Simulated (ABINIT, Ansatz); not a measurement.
## Quasiparticle gap of CaC2 (I4/mmm) in ABINIT

The structure is tetragonal, space group I4/mmm (No. 139). The conventional cell has a = 3.869 Å, b = 3.869 Å, c = 6.404 Å, α = 90.00°, β = 90.00°, γ = 90.00°. Nearest to Ca lie 10 C at 2.58 to 2.81 Å. Nearest to C lie 1 C at 1.25 Å and 5 Ca at 2.58 to 2.81 Å. Farther neighbours, and contacts between anions beyond the nearest, are not listed.

```yaml
method: RPA screening on PBEsol, plane waves, norm-conserving pseudopotentials (and 2 further levels or steps)
program: ABINIT 10.8.3
settings: cutoff 37 Ha, PseudoDojo scalar-relativistic 0.4.1 standard, norm-conserving, ngkpt (4, 4, 4), nband 117, ecuteps 6.5 Ha, inclvkb 2, shiftk (0, 0, 0), symchi 1, awtr 1, frequency ppm, 4×4×4 k-mesh
cost: 5 runs, 5.8 min in all on 4 MPI ranks of Arm Neoverse V2, shared host
notes: The program’s warnings: nkpt*nsppol () is not a multiple of nproc spkpt (). The cell and positions are those that the Materials Project relaxed with its own functionals (PBE, PBE+U or r2SCAN), kept fixed. The 4×4×4 mesh is coarse for this cell, which bears on the long-range parts of exchange and screening.
pbesol_gap: 1.20 eV, indirect
g0w0_gap_on_the_mesh: 3.08 eV
gw_settings: 4×4×4 mesh, 117 bands, screening to 176.9 eV, Godby-Needs plasmon pole
known_limits: short of the basis limit; coarse k mesh
```

G0W0 moves the gap on the mesh from 1.21 eV to 3.08 eV (+1.88 eV), with Z of 0.78 and 0.82 at the edges. Local fields lower the RPA ε∞ on this mesh from 4.17 to 3.58; a Γ-centred mesh this coarse tends to raise both, most where the direct gap is narrow, while a short band sum lowers them.

[Long decimals in the printed logs are rounded to 6 places.]

[Logs are printed without paths, hosts, clocks, repeated set-up lines and the standing remarks that a program may print on its own settings, such as how far it seeks lower states.]

[Paths, hosts, dates, memory and timing lines, banners, echoed tables and standing remarks are left out of the program output; an Ansatz launch command may be rebuilt from the run's recorded settings. Measured values are a selection of at most five: reports struck by readers or far from the other reports are left out. None is set beside runs whose start may be inverted or whose files or cutoffs have a known fault.]

[Runs of the session that timed out or met a known fault of the program may be left out.]

[Hosts, paths, dates, database ids (printed as entryN), source tags and the programs' standing remarks are cut or masked in the printed files.]

[G0W0 gaps are taken among the corrected bands and points alone; a level outside them can change the order at an edge.]

[Where Ansatz stands beside ABINIT at settings called matched, ABINIT's density can come from a denser mesh and the files from another edition; pairs whose starting gaps differed by over 0.03 eV were left out, so agreement reads better than it is.]
